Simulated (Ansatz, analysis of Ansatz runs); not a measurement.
# Interstitial H in fcc Al, hop from a tetrahedral to the next octahedral site: migration barrier, PBE

Subject: interstitial H in fcc Al, hop from a tetrahedral to the next octahedral site. Wanted: its migration barrier, in one set-up (PBE, 32-site cell, PBE lattice, 420 eV, k: 3x3x3 Gamma-centred). The model is a cell of 32 host atoms with 1 H put in. The barrier is the energy of the highest image of a climbing band over the relaxed site that the atom leaves. A local or semilocal functional is the cheapest first rung.

**The experiment.** Migration barrier: 0.452 eV, by diffusion measurements (T > 250 K); average of cited values (quoted in “Explainable Machine Learning for Hydrogen Diffusion in Metals and Random Binary Alloys”, 2023, G. M. Lu et al., quoting earlier work (1981)).

Calculated with Ansatz 0.2.0; plane-wave PAW DFT, PBE; relaxation of all atoms of a defect supercell.

### 1. Starting point

The cell holds 33 atoms: 32 Al and 1 H. Its edges and angles: a = 8.080 Å, b = 8.080 Å, c = 8.080 Å, α = 90.0°, β = 90.0°, γ = 90.0°. It derives from Al (space group Fm-3m). Nearest the centre at fractional (0.375, 0.375, 0.375): H33 at 0.00 Å, Al8 at 1.75 Å, Al29 at 1.75 Å, Al11 at 1.75 Å, Al18 at 1.75 Å, Al13 at 3.35 Å, Al4 at 3.35 Å, Al15 at 3.35 Å.

The host's primitive cell comes from a first run (plane-wave PAW DFT, PBE; relaxation of the host's cell and atoms): vectors of 2.857, 2.857 and 2.857 Å. That is 16.48 Å³ an atom, 0.7 % under the diffraction cell's volume. The supercell is built on it.

### 2. Relaxation, charge 0

A barrier counts from a true minimum, so both ends of the jump are relaxed first.

Input file start/input.yaml:

```yaml
relax:
  f_tol: 0.02
  max_steps: 80
  escape_saddle: false
crystal:
  lattice:
    - [8.0800268, 0.0, 0.0]
    - [0.0, 8.0800268, 0.0]
    - [0.0, 0.0, 8.0800268]
  atoms:
    - { symbol: Al, position: [0.0, 0.0, 0.0] }
    - { symbol: Al, position: [0.0, 0.25, 0.25] }
    - { symbol: Al, position: [0.25, 0.0, 0.25] }
    - { symbol: Al, position: [0.25, 0.25, 0.0] }
    - { symbol: Al, position: [0.0, 0.0, 0.5] }
    - { symbol: Al, position: [0.0, 0.25, 0.75] }
    - { symbol: Al, position: [0.25, 0.0, 0.75] }
    - { symbol: Al, position: [0.25, 0.25, 0.5] }
    - { symbol: Al, position: [0.0, 0.5, 0.0] }
    - { symbol: Al, position: [0.0, 0.75, 0.25] }
    - { symbol: Al, position: [0.25, 0.5, 0.25] }
    - { symbol: Al, position: [0.25, 0.75, 0.0] }
    - { symbol: Al, position: [0.0, 0.5, 0.5] }
    - { symbol: Al, position: [0.0, 0.75, 0.75] }
    - { symbol: Al, position: [0.25, 0.5, 0.75] }
    - { symbol: Al, position: [0.25, 0.75, 0.5] }
    - { symbol: Al, position: [0.5, 0.0, 0.0] }
    - { symbol: Al, position: [0.5, 0.25, 0.25] }
    - { symbol: Al, position: [0.75, 0.0, 0.25] }
    - { symbol: Al, position: [0.75, 0.25, 0.0] }
    - { symbol: Al, position: [0.5, 0.0, 0.5] }
    - { symbol: Al, position: [0.5, 0.25, 0.75] }
    - { symbol: Al, position: [0.75, 0.0, 0.75] }
    - { symbol: Al, position: [0.75, 0.25, 0.5] }
    - { symbol: Al, position: [0.5, 0.5, 0.0] }
    - { symbol: Al, position: [0.5, 0.75, 0.25] }
    - { symbol: Al, position: [0.75, 0.5, 0.25] }
    - { symbol: Al, position: [0.75, 0.75, 0.0] }
    - { symbol: Al, position: [0.5, 0.5, 0.5] }
    - { symbol: Al, position: [0.5, 0.75, 0.75] }
    - { symbol: Al, position: [0.75, 0.5, 0.75] }
    - { symbol: Al, position: [0.75, 0.75, 0.5] }
    - { symbol: H, position: [0.375, 0.375, 0.375] }
basis:
  ecutwfc: 420
  xc_grid: 2
hamiltonian:
  xc: pbe
kpoints:
  mp_grid: { grid: [3, 3, 3] }
scf:
  occupations: { method: methfessel_paxton, width: 0.1 }
  max_iter: 120
output:
  forces: true
checkpoint:
  write: "../start.run"
  compress: false
  write_wavefunctions: true
  write_every: 100000
```

Run with:

```
$ ansatz run input.yaml --threads 2 --pin off --max-ram 3768MiB --backend cpu --events-out ev --progress --plain --runs-dir out
```

Numbers of over 12 decimals in the logs are rounded to 6 here.

The log of the run:

```text
[... repeated set-up lines and file paths are left out, and long positions are rounded to six places ...]
Engine: ansatz 0.2.0, aarch64-unknown-linux-gnu
Pseudopotentials: kind: paw
Pseudopotential: Al, paw, valence charge 3, recommended cutoff 420 eV (normal), Al.paw.azcp
Pseudopotential: H, paw, valence charge 1, recommended cutoff 420 eV (normal), H.paw.azcp
Functional definition: PBE
  parameter kappa = 0.804
  parameter beta = 0.066725
  exchange = pbe_x(kappa = kappa, mu = beta*pi^2/3)
  correlation = pbe_c(beta = beta)
Crystal: 33 atoms, lattice volume = 527.519 Å³
Basis set: ecut = 420 eV, 10395 PW (Γ), exchange–correlation on 120×120×120 points (8 copies of the dense FFT grid, shifted against one another)
Bands: 82, of which v1, the nominal top of the filled ones, is band 49 counted from 1 (48 counted from 0)
Symmetry: 24 space group operations
Space group: P-43m (ITA 215), of the structure as read, at distance tolerance 8.1e-5 Å
k-points: 4 of 27 (time reversal used)
Non-local potential: Al, projectors of the file, l = 0: 2, l = 1: 2, l = 2: 1
Non-local potential: H, projectors of the file, l = 0: 2, l = 1: 1
PAW form: soft (Blöchl's): semilocal exchange-correlation on the pseudo side does not see the compensation charge
PAW one-centre angular grid: Al, 110 points (default); XC on 64 Gauss nodes
PAW one-centre angular grid: H, 110 points (default); XC on 64 Gauss nodes
Initial density: superposition of atomic densities (neutral atoms: chi_scale 0, normalization atom), corrected by the library's trained network
Initial wavefunctions: pseudopotential atomic-orbital guess
Functional: x = pbe(κ = 0.804, μ = 0.219515), c = pbe(β = 0.066725)
SCF iter   1: F=—  HF=-17215.706615 eV  |F-HF|=—  |Δ(HF+E_count)|=         —  Δρ=1.01e-3  dr2=7.69e-3  ethr=1.77e-3  ⟨swp⟩=6.8  Hψ=1615  notcnv=0  defer=2
preconditioner: auto → Resta (q_TF=auto, 2.057 Å⁻¹)  ε∞=6.3  [insulator: Δε(μ)=0.116 eV  Ē_g=6.945 eV  σ=0.100 eV  W_gap=0.82  n_scr=80 (ndim 8)  ℏωp=15.9 eV  f_vac=0.000  D(μ)=8.76/eV (n_scr^D=32)  ε∞_Penn≈6.3]
SCF iter   2: F=—  HF=-17215.707631 eV  |F-HF|=—  |Δ(HF+E_count)|=   1.02e-3  S|Δr|=    0.00e0  Δρ=5.56e-4  dr2=1.62e-3  ethr=7.92e-6  ⟨swp⟩=2.0  Hψ=463  notcnv=0  defer=3
SCF iter   3: F=—  HF=-17215.707635 eV  |F-HF|=—  |Δ(HF+E_count)|=   3.67e-6  S|Δr|=    0.00e0  Δρ=1.29e-4  dr2=2.09e-4  ethr=1.67e-6  ⟨swp⟩=2.2  Hψ=393  notcnv=0  defer=3
SCF iter   4: F=-17215.707601 eV  HF=-17215.707605 eV  |F-HF|=3.94e-6  |Δ(HF+E_count)|=   3.03e-5  S|Δr|=    0.00e0  Δρ=2.64e-5  dr2=6.50e-6  ethr=1.03e-8  ⟨swp⟩=3.0  Hψ=959  notcnv=0
SCF 1 converged in 4 iterations: F = -17215.707601 eV  dr2 = 6.50e-6
  greatest PAW one-centre occupation: 0.453 electrons in one spin orbital (limit 2), on the Al atom at site 31 (counted from 0), in its partial waves of l = 0
relax step   1: F+E_penalty+E_count = -17215.70760060 eV  Δ(F+E_penalty+E_count) = +0.000e0 eV  max|allowed force component| = 7.502e-1 eV/Å  Δτ_max = 0.0000 Å  (4 SCF iters, dr2 threshold 1.00e-5 eV, accepted)
[... the SCF cycles and remarks between the steps are left out from here to the last step ...]
relax step   2: F+E_penalty+E_count = -17216.00379146 eV  Δ(F+E_penalty+E_count) = -2.962e-1 eV  max|allowed force component| = 1.349e-1 eV/Å  Δτ_max = 0.0986 Å  (5 SCF iters, dr2 threshold 3.52e-5 eV, accepted)
relax step   3: F+E_penalty+E_count = -17216.01899810 eV  Δ(F+E_penalty+E_count) = -1.521e-2 eV  max|allowed force component| = 8.948e-3 eV/Å  Δτ_max = 0.0295 Å  (5 SCF iters, dr2 threshold 1.14e-6 eV, accepted)
iter 1 solved again at ethr=1.77e-10 eV; its pass at ethr=3.10e-3 eV (dr2=1.71e-7 eV) is discarded
SCF iter   1: F=—  HF=-17216.019259 eV  |F-HF|=—  |Δ(HF+E_count)|=         —  Δρ=5.63e-6  dr2=1.74e-7  ethr=1.77e-10  ⟨swp⟩=1.0  Hψ=924  notcnv=0  defer=14
SCF iter   2: F=—  HF=-17216.018998 eV  |F-HF|=—  |Δ(HF+E_count)|=   2.61e-4  S|Δr|=    0.00e0  Δρ=3.41e-6  dr2=7.90e-8  ethr=1.03e-10  ⟨swp⟩=2.8  Hψ=969  notcnv=0
SCF iter   3: F=-17216.018998 eV  HF=-17216.018998 eV  |F-HF|=4.41e-9  |Δ(HF+E_count)|=   7.96e-9  S|Δr|=    0.00e0  Δρ=1.51e-6  dr2=1.34e-8  ethr=8.15e-11  ⟨swp⟩=2.2  Hψ=876  notcnv=0
SCF 4 converged in 3 iterations: F = -17216.018998 eV  dr2 = 1.34e-8
relax step   4: F+E_penalty+E_count = -17216.01899815 eV  Δ(F+E_penalty+E_count) = -4.044e-8 eV  max|allowed force component| = 8.910e-3 eV/Å  Δτ_max = 0.0000 Å  (3 SCF iters, accepted)
NSCF: frozen V_eff on 4 k-points
the band table was solved once a step of the walk had ended and its energy, with any forces and stress, was formed, with the checks that follow a solve (1879 applications of the Hamiltonian). They found nothing against the state; [...]
SCF converged after 3 iterations
Stability not checked: this state was not tested for a lower state beside it, because cold or Methfessel-Paxton smearing, or corrected tetrahedra, fill the levels in a way that the test cannot read (fill_not_monotonic; see scf.lower_state_search)
Free energy (F): -17216.018998 eV
Harris-Foulkes:  -17216.018998 eV  (|F-HF|=4.41e-9)
Internal energy: -17216.034120 eV  (E = F + TS)
E sigma→0 (E₀):  -17216.022779 eV
Entropy (-TS):   0.015122 eV (0.458 meV/atom)
Fermi energy:    7.801688 eV
--- Per-component energies (eV) ---
  E_band       = 339.466228
  E_kinetic    = 745.153486
  E_local      = 304.694214  (includes V_loc(G=0)·N_el)
  E_nonlocal   = 334.137286
  E_hartree    = 7.302107
  E_xc         = -1282.522917
  E_vxc        = -940.904195  (∫ρ·V_xc dr)
  E_paw        = -14955.754374  (= ΣΔE_a)
  E_vpaw       = -118.217413  (= ΣTr[D̂ρ^β])
  E_aug_tail   = -0.001261  (compensation charges beyond the density's cutoff)
  E_ewald      = -2369.042660
  E_smearing   = 0.015122  (= −TS)
  E_closure    = 0.000000  (closes the sum)
  Σ components = -17216.018998   (vs F -17216.018998, Δ=0.00e0)
--- Forces (eV/Å), atoms counted from 1 ---
  atom   1  Al     0.00055442     0.00055442     0.00055442
  atom   2  Al     0.00118869    -0.00602805    -0.00602805
  atom   3  Al    -0.00602805     0.00118869    -0.00602805
  atom   4  Al    -0.00602805    -0.00602805     0.00118869
  atom   5  Al     0.00423411     0.00423411     0.00891015
  atom   6  Al     0.00423411    -0.00891015    -0.00423411
  atom   7  Al    -0.00891015     0.00423411    -0.00423411
  atom   8  Al     0.00301301     0.00301301    -0.00301301
  atom   9  Al     0.00423411     0.00891015     0.00423411
  atom  10  Al     0.00423411    -0.00423411    -0.00891015
  atom  11  Al     0.00301301    -0.00301301     0.00301301
  atom  12  Al    -0.00891015    -0.00423411     0.00423411
  atom  13  Al     0.00118869     0.00602805     0.00602805
  atom  14  Al     0.00055442    -0.00055442    -0.00055442
  atom  15  Al    -0.00602805     0.00602805    -0.00118869
  atom  16  Al    -0.00602805    -0.00118869     0.00602805
  atom  17  Al     0.00891015     0.00423411     0.00423411
  atom  18  Al    -0.00301301     0.00301301     0.00301301
  atom  19  Al    -0.00423411     0.00423411    -0.00891015
  atom  20  Al    -0.00423411    -0.00891015     0.00423411
  atom  21  Al     0.00602805     0.00118869     0.00602805
  atom  22  Al     0.00602805    -0.00602805    -0.00118869
  atom  23  Al    -0.00055442     0.00055442    -0.00055442
  atom  24  Al    -0.00118869    -0.00602805     0.00602805
  atom  25  Al     0.00602805     0.00602805     0.00118869
  atom  26  Al     0.00602805    -0.00118869    -0.00602805
  atom  27  Al    -0.00118869     0.00602805    -0.00602805
  atom  28  Al    -0.00055442    -0.00055442     0.00055442
  atom  29  Al    -0.00301301    -0.00301301    -0.00301301
  atom  30  Al     0.00891015    -0.00423411    -0.00423411
  atom  31  Al    -0.00423411     0.00891015    -0.00423411
  atom  32  Al    -0.00423411    -0.00423411     0.00891015
  atom  33  H      0.00000000     0.00000000     0.00000000
  max |Σ_I F_I| component: 7.77e-17 eV/Å
--- Band table (eV) ---
  k-point 0: bands = ["-3.2887", "-1.6067", "-0.9348", "-0.9348", [... 74 left out ...] "10.7836", "10.7836", "10.7978", "12.6830"]
  k-point 1: bands = ["-3.0520", "-2.2964", "-1.2341", "-0.6881", [... 74 left out ...] "12.2581", "12.3012", "12.3012", "12.3817"]
  [... further k-points left out ...]
--- Relaxed structure (4 steps of the walk, 4 accepted, 0 SCFs on fresh bases) ---
  F+E_penalty+E_count = -17216.01899815 eV   max|allowed force component| = 8.910e-3 eV/Å
  atoms:
    - { symbol: Al, position: [0.000470, 0.000470, 0.000470] }
    - { symbol: Al, position: [0.000916, 0.250511, 0.250511] }
    - { symbol: Al, position: [0.250511, 0.000916, 0.250511] }
    - { symbol: Al, position: [0.250511, 0.250511, 0.000916] }
    - { symbol: Al, position: [-0.002185, -0.002185, 0.500384] }
    - { symbol: Al, position: [-0.002185, 0.249616, 0.752185] }
    - { symbol: Al, position: [0.249616, -0.002185, 0.752185] }
    - { symbol: Al, position: [0.240845, 0.240845, 0.509155] }
    - { symbol: Al, position: [-0.002185, 0.500384, -0.002185] }
    - { symbol: Al, position: [-0.002185, 0.752185, 0.249616] }
    - { symbol: Al, position: [0.240845, 0.509155, 0.240845] }
    - { symbol: Al, position: [0.249616, 0.752185, -0.002185] }
    - { symbol: Al, position: [0.000916, 0.499489, 0.499489] }
    - { symbol: Al, position: [0.000470, 0.749530, 0.749530] }
    - { symbol: Al, position: [0.250511, 0.499489, 0.749084] }
    - { symbol: Al, position: [0.250511, 0.749084, 0.499489] }
    - { symbol: Al, position: [0.500384, -0.002185, -0.002185] }
    - { symbol: Al, position: [0.509155, 0.240845, 0.240845] }
    - { symbol: Al, position: [0.752185, -0.002185, 0.249616] }
    - { symbol: Al, position: [0.752185, 0.249616, -0.002185] }
    - { symbol: Al, position: [0.499489, 0.000916, 0.499489] }
    - { symbol: Al, position: [0.499489, 0.250511, 0.749084] }
    - { symbol: Al, position: [0.749530, 0.000470, 0.749530] }
    - { symbol: Al, position: [0.749084, 0.250511, 0.499489] }
    - { symbol: Al, position: [0.499489, 0.499489, 0.000916] }
    - { symbol: Al, position: [0.499489, 0.749084, 0.250511] }
    - { symbol: Al, position: [0.749084, 0.499489, 0.250511] }
    - { symbol: Al, position: [0.749530, 0.749530, 0.000470] }
    - { symbol: Al, position: [0.509155, 0.509155, 0.509155] }
    - { symbol: Al, position: [0.500384, 0.752185, 0.752185] }
    - { symbol: Al, position: [0.752185, 0.500384, 0.752185] }
    - { symbol: Al, position: [0.752185, 0.752185, 0.500384] }
    - { symbol: H, position: [0.375, 0.375, 0.375] }
```

Elapsed: 50 s, on 2 threads of Arm Neoverse N1, shared host; peak memory 0.82 GiB; 90 s of CPU time.

Step by step:

| step | energy less that of the first step (eV) | largest force component (eV/Å) |
| --- | --- | --- |
| 1 | 0.0000 | 0.7502 |
| 2 | -0.2962 | 0.1349 |
| 3 | -0.3114 | 0.0089 |
| 4 | -0.3114 | 0.0089 |

Forces are held to the 24 operations that the run works with; a distortion that breaks them can't arise in this run.

The atoms that moved most (Å):

```
atom      dx      dy      dz  length
 Al8  -0.074  -0.074   0.074   0.128
Al11  -0.074   0.074  -0.074   0.128
Al18   0.074  -0.074  -0.074   0.128
Al29   0.074   0.074   0.074   0.128
Al32   0.018   0.018   0.003   0.025
Al31   0.018   0.003   0.018   0.025
Al30   0.003   0.018   0.018   0.025
Al12  -0.003   0.018  -0.018   0.025
```

Neighbours of H33 at the end:

| atom | distance (Å) |
| --- | --- |
| Al29 | 1.878 |
| Al18 | 1.878 |
| Al8 | 1.878 |
| Al11 | 1.878 |
| Al21 | 3.341 |
| Al13 | 3.341 |
| Al25 | 3.341 |
| Al24 | 3.341 |
| Al22 | 3.341 |
| Al27 | 3.341 |
| Al26 | 3.341 |
| Al16 | 3.341 |
| Al15 | 3.341 |
| Al4 | 3.341 |
| Al2 | 3.341 |
| Al3 | 3.341 |

Read from the output:

| Item | Value |
| --- | --- |
| free energy | -17216.0190 eV |
| smearing term TS | -0.01512 eV |

The series, run alike:

```csv
run,outcome,energy less the first (eV),moment (μB),time
"relaxation, charge 0",converged,0.0000,0.00,50 s
"relaxation, charge 0",converged,0.0892,0.00,35 s
```

The relaxation ends 9.4 meV an atom lower, with a largest force component of 0.0089 eV/Å.

[end of part 1 of 2]

[Logs are printed without paths, hosts, clocks, repeated set-up lines and the standing remarks that a program may print on its own settings, such as how far it seeks lower states.]

[Hosts, paths, dates, database ids (printed as entryN), source tags and the programs' standing remarks are cut or masked in the printed files.]

[For some hosts the program warned that the k-mesh of the response run may be too coarse for force constants and the static dielectric constant; such warnings are not shown here.]
